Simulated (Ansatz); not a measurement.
# From spin parameters to the magnetic ion

A crystal has the composition K2MF4, where M is a 3d element. A calculation (PBE+U, spin-orbit coupling in second variation, Ansatz) gives:

```
S                    : 1
g                    : ⊥ 2.1515, ∥ 2.1605
moment in its sphere : 1.73 μB
```

**Question.** Which ion is it, and why?

The crystal is K2NiF4, space group I4/mmm. The spin sits on Ni, with 6 F at 1.97 to 2.00 Å round it. With the usual charges of the other elements M must be +2. High-spin ions of that charge with S = 1 are d8 and d2, Ni and Ti; the sign of the g shift picks Ni²⁺ d⁸. Low-spin ions are left aside. The shift is positive: in a shell more than half full the orbital moment adds to the spin.

[Logs are printed without paths, hosts, clocks, repeated set-up lines and the standing remarks that a program may print on its own settings, such as how far it seeks lower states.]

[Hosts, paths, dates, database ids (printed as entryN), source tags and the programs' standing remarks are cut or masked in the printed files.]
